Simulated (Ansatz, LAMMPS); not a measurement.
**A faulty run on amorphous SiO1.8 (101 atoms)**

Program: Ansatz 0.2.0. The cell: 36 Si and 65 O.

The input, input.yaml:

```yaml
crystal:
  lattice:
    - [11.5928, 0.0, 0.0]
    - [0.0, 11.5928, 0.0]
    - [0.0, 0.0, 11.5928]
  atoms:
    - { symbol: Si, position: [0.9481, 0.22546, 0.44427] }
    - { symbol: Si, position: [0.58813, 0.30476, 0.13126] }
    - { symbol: Si, position: [0.44659, 0.65622, 0.10294] }
    - { symbol: Si, position: [0.21702, 0.76543, 0.21107] }
    - { symbol: Si, position: [0.33739, 0.21989, 0.07371] }
    - { symbol: Si, position: [0.18027, 0.34842, 0.23494] }
    - { symbol: Si, position: [0.49413, 0.23812, 0.88752] }
    - { symbol: Si, position: [0.98622, 0.33541, 0.82434] }
    - { symbol: Si, position: [0.48883, 0.83481, 0.60662] }
    - { symbol: Si, position: [0.8015, 0.9315, 0.07973] }
    - { symbol: Si, position: [0.05518, 0.55095, 0.1504] }
    - { symbol: Si, position: [0.55302, 0.79354, 0.87075] }
    - { symbol: Si, position: [0.76381, 0.1275, 0.26478] }
    - { symbol: Si, position: [0.81329, 0.19147, 0.67505] }
    - { symbol: Si, position: [0.26069, 0.89284, 0.45241] }
    - { symbol: Si, position: [0.13474, 0.68328, 0.57127] }
    - { symbol: Si, position: [0.21071, 0.15848, 0.42668] }
    - { symbol: Si, position: [0.67483, 0.7403, 0.23302] }
    [... 77 atom lines left out ...]
    - { symbol: O, position: [0.31775, 0.24181, 0.47754] }
    - { symbol: O, position: [0.75395, 0.08324, 0.74517] }
    - { symbol: O, position: [0.26692, 0.80524, 0.33846] }
    - { symbol: O, position: [0.09188, 0.03902, 0.00725] }
    - { symbol: O, position: [0.88376, 0.54196, 0.3403] }
    - { symbol: O, position: [0.51149, 0.32537, 0.59054] }
kpoints:
  mp_grid: { grid: [1, 1, 1] }
hamiltonian:
  xc: pbe
scf:
  occupations: { method: gaussian, width: 0.05 }
  max_iter: 75
output:
  forces: true
basis:
  ecutwfc: "50 eV"
```

Launch:

```console
$ ansatz run input.yaml --threads 4 --pin off --max-ram 8192MiB --backend cpu --events-out ev --progress --plain --runs-dir out
```

Numbers of over 12 decimals in the logs are rounded to 6 here.

Log:

```text
Warning: basis.ecutwfc = 50 eV is below the records' recommended 420 eV, and the density's cutoff is lower with it unless basis.ecutrho_ratio is high enough to keep the records' density cutoff: compare with a run at a higher cutoff
Engine: ansatz 0.2.0, aarch64-unknown-linux-gnu
Pseudopotentials: kind: paw
Pseudopotential: Si, paw, valence charge 4, recommended cutoff 420 eV (normal), Si.paw.azcp
Pseudopotential: O, paw, valence charge 6, recommended cutoff 420 eV (normal), O.paw.azcp
[... 5 lines on functional and potentials left out ...]
Crystal: 101 atoms, lattice volume = 1557.991 Å³
Basis set: ecut = 50 eV, 1237 PW (Γ), exchange–correlation on 54×54×54 points (8 copies of the dense FFT grid, shifted against one another)
Bands: 368, of which v1, the nominal top of the filled ones, is band 267 counted from 1 (266 counted from 0)
Symmetry: 1 space group operations
Space group: P1 (ITA 1), of the structure as read, at distance tolerance 1.2e-4 Å
k-points: 1
[... 5 lines on functional and potentials left out ...]
Initial density: superposition of atomic densities (neutral atoms: chi_scale 0, normalization atom), corrected by the library's trained network
Initial wavefunctions: pseudopotential atomic-orbital guess
Functional: x = pbe(κ = 0.804, μ = 0.219515), c = pbe(β = 0.066725)
SCF iter   1: F=—  HF=-56293.532593 eV  |F-HF|=—  |Δ(HF+E_count)|=         —  Δρ=6.56e-1  dr2=6.12e3  ethr=1.77e-3  ⟨swp⟩=1.0  Hψ=1237  notcnv=0
preconditioner: auto → LDOS  [metal: Δε(μ)=0.041 eV  Ē_g=9.386 eV  σ=0.050 eV  W_gap=0.44  n_scr=304 (ndim 8)  ℏωp=19.2 eV  f_vac=0.226  D(μ)=39.90/eV (n_scr^D=250)  β→1.0]
SCF iter   2: F=—  HF=-52403.790140 eV  |F-HF|=—  |Δ(HF+E_count)|=    3.89e3  Δρ=7.98e-2  dr2=1.45e2  ethr=1.77e-3  ⟨swp⟩=6.0  Hψ=1116  notcnv=0  defer=91
SCF iter   3: F=—  HF=-52366.457769 eV  |F-HF|=—  |Δ(HF+E_count)|=    3.73e1  Δρ=2.85e-2  dr2=5.23e1  ethr=1.77e-3  ⟨swp⟩=6.0  Hψ=811  notcnv=0  defer=32
automatic band count: iteration 3 solves 309 bands in place of 368: the levels show a gap, and the empty bands left out lie too high to hold charge; the band table lists the bands solved (type scf.n_extra_bands for more)
SCF iter   4: F=—  HF=-52353.172659 eV  |F-HF|=—  |Δ(HF+E_count)|=    1.33e1  Δρ=9.18e-3  dr2=3.41e0  ethr=1.77e-3  ⟨swp⟩=5.0  Hψ=876  notcnv=0  defer=32
SCF iter   5: F=—  HF=-52352.626797 eV  |F-HF|=—  |Δ(HF+E_count)|=   5.46e-1  Δρ=4.09e-3  dr2=1.27e0  ethr=6.39e-4  ⟨swp⟩=5.0  Hψ=515  notcnv=0  defer=32
SCF iter   6: F=—  HF=-52352.327001 eV  |F-HF|=—  |Δ(HF+E_count)|=   3.00e-1  Δρ=1.21e-3  dr2=1.08e-1  ethr=2.37e-4  ⟨swp⟩=4.0  Hψ=550  notcnv=0  defer=32
SCF iter   7: F=—  HF=-52352.313609 eV  |F-HF|=—  |Δ(HF+E_count)|=   1.34e-2  Δρ=4.50e-4  dr2=1.54e-2  ethr=2.02e-5  ⟨swp⟩=2.0  Hψ=471  notcnv=0  defer=32
SCF iter   8: F=—  HF=-52352.312120 eV  |F-HF|=—  |Δ(HF+E_count)|=   1.49e-3  Δρ=1.57e-4  dr2=1.43e-3  ethr=2.89e-6  ⟨swp⟩=2.0  Hψ=475  notcnv=0  defer=32
SCF iter   9: F=—  HF=-52352.312041 eV  |F-HF|=—  |Δ(HF+E_count)|=   7.84e-5  Δρ=5.65e-5  dr2=1.04e-4  ethr=2.68e-7  ⟨swp⟩=2.0  Hψ=480  notcnv=0  defer=32
SCF iter  10: F=—  HF=-52351.909721 eV  |F-HF|=—  |Δ(HF+E_count)|=   4.02e-1  Δρ=3.10e-4  dr2=2.35e-3  ethr=1.95e-8  ⟨swp⟩=5.0  Hψ=1055  notcnv=0  defer=32
SCF iter  11: F=—  HF=-52351.909630 eV  |F-HF|=—  |Δ(HF+E_count)|=   9.17e-5  Δρ=2.90e-4  dr2=2.01e-3  ethr=1.95e-8  ⟨swp⟩=2.0  Hψ=287  notcnv=0  defer=32
SCF iter  12: F=—  HF=-52351.909517 eV  |F-HF|=—  |Δ(HF+E_count)|=   1.13e-4  Δρ=2.52e-4  dr2=1.66e-3  ethr=1.95e-8  ⟨swp⟩=2.0  Hψ=408  notcnv=0  defer=32
SCF iter  13: F=—  HF=-52351.909388 eV  |F-HF|=—  |Δ(HF+E_count)|=   1.29e-4  Δρ=2.09e-4  dr2=1.07e-3  ethr=1.95e-8  ⟨swp⟩=4.0  Hψ=555  notcnv=0  defer=32
SCF iter  14: F=—  HF=-52351.909239 eV  |F-HF|=—  |Δ(HF+E_count)|=   1.49e-4  Δρ=1.45e-4  dr2=5.27e-4  ethr=1.95e-8  ⟨swp⟩=3.0  Hψ=477  notcnv=0  defer=32
SCF iter  15: F=—  HF=-52351.909137 eV  |F-HF|=—  |Δ(HF+E_count)|=   1.01e-4  Δρ=7.05e-5  dr2=1.26e-4  ethr=1.95e-8  ⟨swp⟩=3.0  Hψ=483  notcnv=0  defer=32
SCF iter  16: F=—  HF=-52351.909110 eV  |F-HF|=—  |Δ(HF+E_count)|=   2.73e-5  Δρ=2.80e-5  dr2=2.04e-5  ethr=1.95e-8  ⟨swp⟩=3.0  Hψ=491  notcnv=0  defer=32
SCF iter  17: F=-52351.909104 eV  HF=-52351.909105 eV  |F-HF|=6.51e-7  |Δ(HF+E_count)|=   5.14e-6  Δρ=5.61e-6  dr2=9.26e-7  ethr=1.87e-10  ⟨swp⟩=4.0  Hψ=1259  notcnv=0
SCF 1 converged in 17 iterations: F = -52351.909104 eV  dr2 = 9.26e-7
[...]
SCF converged after 17 iterations
Free energy (F): -52351.909104 eV
Harris-Foulkes:  -52351.909105 eV  (|F-HF|=6.51e-7)
Internal energy: -52351.907162 eV  (E = F + TS)
E sigma→0 (E₀):  -52351.908133 eV
Entropy (-TS):   -0.001942 eV (-0.019 meV/atom)
Fermi energy:    8.484863 eV
--- Per-component energies (eV) ---
  E_band       = -3774.659309
  E_kinetic    = 10178.017671
  E_local      = -22139.841254  (includes V_loc(G=0)·N_el)
  E_nonlocal   = 1995.982997
  E_hartree    = 7038.277372
  E_xc         = -6600.537384
  E_vxc        = -7587.046186  (∫ρ·V_xc dr)
  E_paw        = -26953.119989  (= ΣΔE_a)
  E_vpaw       = -295.803473  (= ΣTr[D̂ρ^β])
  E_aug_tail   = -2.520318  (compensation charges beyond the density's cutoff)
  E_ewald      = -15868.166258
  E_smearing   = -0.001942  (= −TS)
  E_closure    = 0.000000  (closes the sum)
  Σ components = -52351.909104   (vs F -52351.909104, Δ=0.00e0)
--- Forces (eV/Å), atoms counted from 1 ---
  atom   1  Si     1.01645382     2.76708857    -4.45821696
  atom   2  Si     1.25776157    -0.53684190    -8.01635938
  atom   3  Si     0.05437065     5.38552649    -3.05832848
  atom   4  Si     2.20623181    -8.28368417     4.15654066
  atom   5  Si     3.39013710     6.21299315    -2.51879586
  atom   6  Si     1.76733570     8.42762498    -0.61314024
  atom   7  Si    -5.40246094     2.29473640     3.89812940
  atom   8  Si     1.82112702    16.47481526    -1.37024049
  atom   9  Si     0.79832220    -2.46869531     0.08936933
  atom  10  Si    -6.93492469     4.43202997    -0.17598105
  atom  11  Si    -9.19857718     3.75011112    -0.35939605
  atom  12  Si    -6.66646768     0.52114196     8.59598122
  atom  13  Si    -2.06349787     6.82389815     1.58854976
  atom  14  Si    -5.53535127    -3.01057429     1.52202824
[...]
atom 100  O      4.87553687    -0.77033296   -10.31864466
  atom 101  O      5.01295344   -13.12014309    -6.75153483
  max |Σ_I F_I| component: 1.32e-1 eV/Å
```

Run time: 4 s. Hardware: 4 threads of Arm Neoverse V1, shared host; peak memory 0.44 GiB; 13 s of CPU time.

Against a sound run (Kohn-Sham DFT, PBE, PAW (set soft_2), plane waves):

* r.m.s. difference of force components: 7082 meV/Å
* longest difference of force vectors: 25820 meV/Å
* force difference over r.m.s. force: 439.5 %

**Question.** What is wrong with this input, and how is it mended?

A cutoff far too low: basis.ecutwfc = "50 eV".

The fix is to take out basis.ecutwfc.

The run converged all the same, so the exit status doesn't show the fault.

[Logs are printed without paths, hosts, clocks, repeated set-up lines and the standing remarks that a program may print on its own settings, such as how far it seeks lower states.]

[Hosts, paths, dates, database ids (printed as entryN), source tags and the programs' standing remarks are cut or masked in the printed files.]
